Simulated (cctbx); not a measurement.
**YB3Te: precision against data quality**

Space group R-3c (no. 167), a = 5.5690 Å, b = 5.5690 Å, c = 13.4030 Å, α = 90.00°, β = 90.00°, γ = 120.00°.

| atom | mult. | x | y | z | Ueq (Å²) |
| --- | --- | --- | --- | --- | --- |
| Te1 | 6 | 1/3 | 2/3 | 1/6 | 0.0076 |
| Y1 | 6 | 1/3 | 2/3 | 0.4167 | 0.0100 |
| B1 | 18 | 0.5739 | 0.5739 | 1/4 | 0.0194 |

This is a model crystal, built by substitution and not relaxed, with assumed displacement parameters.

Five simulated data sets (cctbx; Mo Kα, λ = 0.71073 Å; 3 % proportional error) differ in resolution or exposure (noise floor 2 counts in the first three, 8 in the last two). Each is refined with the right model, isotropic at 1.1 Å and anisotropic otherwise. How do the figures of merit and the uncertainties move?

```
d min (Å)  top counts  ⟨I/σ⟩ (unmerged, absences included)  unique  param. (scale apart)   Rint      R1  GooF  largest s.u. xyz (fractional)  s.u. U of B1 (Å²)  largest error (Å)
      1.1       20000                                  4.6      33                     4  0.028  0.0099  1.25                        0.00098             0.0015             0.0016
     0.84       20000                                  4.4      75                     9  0.022  0.0076  1.07                        0.00057             0.0010             0.0037
      0.6       20000                                  3.9     198                     9  0.027  0.0074  0.91                        0.00037             0.0005             0.0001
     0.75         300                                  0.7     105                     9  0.200  0.0297  0.86                        0.00640             0.0131             0.0016
     0.75        3000                                  2.4     105                     9  0.046  0.0126  0.87                        0.00153             0.0027             0.0037
```

The number of reflections grows roughly as 1/d³: 33, 75 and 198 here. R1 follows the noise rather than the truth: at 300 counts it is 0.0297, at 3000 counts 0.0126, while GooF is 0.86 and 0.87: the weights 1/σ² carry the noise. The s.u. of U (U11 where anisotropic) for B1 goes 0.0015, 0.0010, 0.0005 Å² with resolution and 0.0131, 0.0027 Å² with exposure.

The 1.1 Å row also differs in its displacement model, so it isn't a clean test of resolution.

Hardware for the 0.6 Å refinement: 0.6 s on 1 thread of Arm Neoverse N1, on a shared host, peak memory 0.09 GiB.

[Logs are printed without paths, hosts, clocks, repeated set-up lines and the standing remarks that a program may print on its own settings, such as how far it seeks lower states.]
